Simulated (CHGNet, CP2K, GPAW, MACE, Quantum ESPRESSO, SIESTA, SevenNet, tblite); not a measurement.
# Random wurtzite alloy of AlN and GaN (72 atoms): other programs against plane waves

Aim: forces, pressure and gap of random wurtzite alloy of AlN and GaN (72 atoms) at one geometry, from other programs and methods, against plane-wave PBE.

Results are calculated, not measured.

## Step 1: The structure

The cell holds 72 atoms (22 Ga, 36 N and 14 Al), with edges of 9.48, 9.48 and 10.21 Å. Recipe: wurtzite AlN, 3 x 3 x 2 conventional cells, 22 of 36 Al sites given to Ga at random (x = 0.611), lattice by Vegard's rule (a = 3.159 Å, c = 5.106 Å); not relaxed, displaced by a Gaussian of 0.02 Å. Then every atom was moved at random, 0.02 Å r.m.s. a Cartesian component. The density is 5.05 g/cm³.

## Step 2: The reference input

Quantum ESPRESSO 7.5: Kohn-Sham DFT, PBE, SSSP efficiency 1.3.0 pseudopotentials, plane waves. Its input, pw.in:

```
&control
  calculation = 'scf'
  pseudo_dir = './pseudo'
  outdir = './tmp'
  disk_io = 'none'
  tprnfor = .true.
  tstress = .true.
/
&system
  ibrav = 0
  nat = 72
  ntyp = 3
  ecutwfc = 70
  ecutrho = 560
  nosym = .true.
  occupations = 'smearing'
  smearing = 'fd'
  degauss = 0.003675
/
&electrons
  conv_thr = 3.6e-07
  electron_maxstep = 100
  mixing_beta = 0.4
  mixing_mode = 'plain'
  diagonalization = 'david'
/
ATOMIC_SPECIES
Ga 69.723 Ga.upf
N 14.007 N.upf
Al 26.982 Al.upf
CELL_PARAMETERS angstrom
9.47730 0.00000 0.00000
-4.73865 8.20758 0.00000
0.00000 0.00000 10.21220
ATOMIC_POSITIONS crystal
Ga 0.99826 0.99957 0.00071
N 0.11045 0.22660 0.06419
Al 0.10817 0.22301 0.24890
N 0.99520 0.00472 0.30887
[... 66 atom lines left out ...]
Ga 0.77466 0.88981 0.74833
N 0.65921 0.66572 0.81189
K_POINTS gamma
```

```console
$ OMP_NUM_THREADS=1 mpirun -np 2 pw.x -in pw.in > output.txt
```

Wall time 8 min (2 MPI ranks of AMD EPYC 9R14 (Zen 4), shared host); peak memory 3.1 GiB.

It converged with an r.m.s. force component of 0.75 eV/Å and a pressure of 5.8 GPa.

Its highest filled and lowest empty levels lie 2.67 eV apart on its k-points.

## Step 3: The other programs

- CHGNet: machine-learned potential, published weights.
- CP2K 2026.2: Gaussian basis with GTH pseudopotentials and a plane-wave density; labels give functional, basis (MOLOPT sets; SR short-range, UZH the newer set with its own potentials), grid cutoff/relative cutoff and solver (OT: orbital transformation; TRS4, TC2, SIGN: linear-scaling purification with its sparsity filter), or its built-in tight binding.
- GPAW 26.7.0: PAW with atomic orbitals (LCAO), plane waves or a real-space grid of spacing h.
- MACE: machine-learned potential, published weights.
- SIESTA 5.4.2: numerical atomic orbitals, whose automatically made sets are far from complete, with PseudoDojo norm-conserving potentials that we converted to its format (checked against plane waves on the same files for H, C, O, Si, Ge and Ca alone); labels give functional, basis size, energy shift and mesh cutoff.
- SevenNet: machine-learned potential, published weights.
- tblite 0.8.0: extended tight binding, driven from Python.

All use the same cell and atoms, and the electronic-structure runs the same k-mesh.

## Step 4: All runs compared

Differences are against the reference: forces as r.m.s. over components, share as that over the reference's r.m.s. force, slope as the fitted ratio of a run's forces to the reference's.

| run | Δ force, r.m.s. (meV/Å) | share (%) | slope | Δ pressure (GPa) | Δ gap (eV) | cores | CPU time | memory (GiB) |
| --- | --- | --- | --- | --- | --- | --- | --- | --- |
| reference | - | - | - | - | - | 2 | 16 min | 3.1 |
| CHGNet 0.3.0 potential | 196 | 26.2 | 0.751 | -1.08 | - | 1 | 3.5 s | 0.88 |
| CP2K PBE, SZV-MOLOPT-SR, 800/50 Ry, OT CG (coarse) | 242 | 32.4 | 1.128 | 9.64 | 0.0647 | 2 | 17 min | 1.8 |
| CP2K PBE, SZV-MOLOPT-SR, 800/50 Ry, TRS4 filter 1e-04, SCF 1e-05 (coarse) | 264 | 35.3 | 1.150 | 10.1 | - | 2 | 1.7 min | 1.9 |
| CP2K PBE, SZV-MOLOPT-SR, 800/50 Ry, TRS4 filter 1e-06, SCF 1e-06 (coarse) | 238 | 31.8 | 1.121 | 9.63 | - | 2 | 2.4 min | 1.9 |
| CP2K PBE, SZV-MOLOPT-SR, 800/50 Ry, TRS4 filter 1e-07, SCF 1e-07 (coarse) | 244 | 32.6 | 1.130 | 9.63 | - | 2 | 3.1 min | 1.9 |
| GPAW PBE, LCAO dzp, h 0.18 Å | 328 | 43.9 | 1.366 | - | -0.016 | 1 | 4.1 min | 1.3 |
| GPAW PBE, LCAO sz(dzp), h 0.18 Å (coarse) | 340 | 45.5 | 1.417 | - | 0.0092 | 1 | 53 s | 0.95 |
| MACE MPA-0 medium potential | 70.3 | 9.39 | 0.961 | -0.742 | - | 1 | 7.8 s | 1.1 |
| SIESTA PBE, DZP, shift 0.01 Ry, mesh 150 Ry (coarse) | 53.7 | 7.18 | 1.052 | 2.91 | 0.055 | 2 | 2.1 min | 0.9 |
| SIESTA PBE, DZP, shift 0.01 Ry, mesh 500 Ry | 57.2 | 7.65 | 1.056 | 2.48 | 0.0539 | 2 | 11 min | 2.6 |
| SevenNet 0 potential | 77.3 | 10.3 | 0.923 | -0.605 | - | 1 | 7.9 s | 0.92 |
| tblite GFN1-xTB | 305 | 40.8 | 0.716 | 14.5 | - | 1 | 7.1 s | 0.12 |

Rows marked coarse were listed beforehand as settings not expected to be converged; some can still land near the reference.

Times of the machine-learned potentials are mostly Python's start and the loading of weights.

CPU time is summed over cores on shared hosts, so it is rough.

## Step 5: What came out

Forces lie from 7.2 % (SIESTA PBE, DZP, shift 0.01 Ry, mesh 150 Ry, coarse) to 46 % (GPAW PBE, LCAO sz(dzp), h 0.18 Å, coarse) of the reference's r.m.s. force of 0.75 eV/Å away from it. The PBE runs in local orbitals, coarse settings apart, differ by 7.6 % (SIESTA PBE, DZP, shift 0.01 Ry, mesh 500 Ry) to 44 % (GPAW PBE, LCAO dzp, h 0.18 Å); basis, grid and potentials can all enter. Tight binding differs by 41 % (tblite GFN1-xTB); it is another model, with fitted parameters of its own, and the xTB methods hold dispersion. Machine-learned potentials differ by 9.4 % (MACE MPA-0 medium potential) to 26 % (CHGNet 0.3.0 potential); they were trained on other programs' data. Among those trained on PBE data the slope goes as low as 0.75, which softening far from their training structures can give, though the reference's k-sampling is untested too.

Runs with settings chosen to be coarse differ by 7.2 % (SIESTA PBE, DZP, shift 0.01 Ry, mesh 150 Ry) to 46 % (GPAW PBE, LCAO sz(dzp), h 0.18 Å), their programs' other errors included. GPAW PBE, LCAO sz(dzp), h 0.18 Å stiffens the forces by a factor of 1.42 while following their directions (correlation 0.992); the slopes of the 2 GPAW runs lie between 1.37 and 1.42. From SIESTA PBE, DZP, shift 0.01 Ry, mesh 150 Ry to the finer SIESTA PBE, DZP, shift 0.01 Ry, mesh 500 Ry the share goes from 7.18 to 7.65 %, so the grid isn't what parts these runs from the reference. Pressures at PBE, coarse settings apart, lie +2.48 GPa from the reference's. Gaps at PBE, coarse settings apart, lie -0.02 to +0.05 eV from the reference's, on k-points that hold the band edges only if these fold onto them.

Caveats: Periodic xTB results under one method name differ between programs and library versions. The potentials hold different valence shells: 508 electrons in the reference, 288 in GPAW; this bears on time and differences. GPAW's setups keep the filled d shell of Ga in the core. The reference's pressure holds the uncorrected Pulay stress of its 70 Ry basis, so small pressure differences may be the reference's own error. GPAW's Ga setup keeps the 3d shell in the core. Machine-learned potentials mimic data converged in k, so the reference's own k-point error enters their differences. The host structure and its lattice constant were typed by rule, without a check against the phase diagram. The electronic-structure runs sample only Γ, in a cell whose shortest periodic width is 8 Å. The reference's pressure of 5.8 GPa reflects the volume that the recipe set, positions that aren't this level's minimum and the coarse k-sampling. Spin–orbit coupling is left out. Where levels are smeared, the DFT runs use Fermi–Dirac occupations at 580 K (0.05 eV), and energies are free energies. The atoms were displaced at random, and shares hang on the size of the forces that this gives. The reference's cutoffs and mesh weren't converged further here.

[Logs are printed without paths, hosts, clocks, repeated set-up lines and the standing remarks that a program may print on its own settings, such as how far it seeks lower states.]

[Hosts, paths, dates, database ids (printed as entryN), source tags and the programs' standing remarks are cut or masked in the printed files.]

[Cells were taken only where this reference lay near another plane-wave run.]
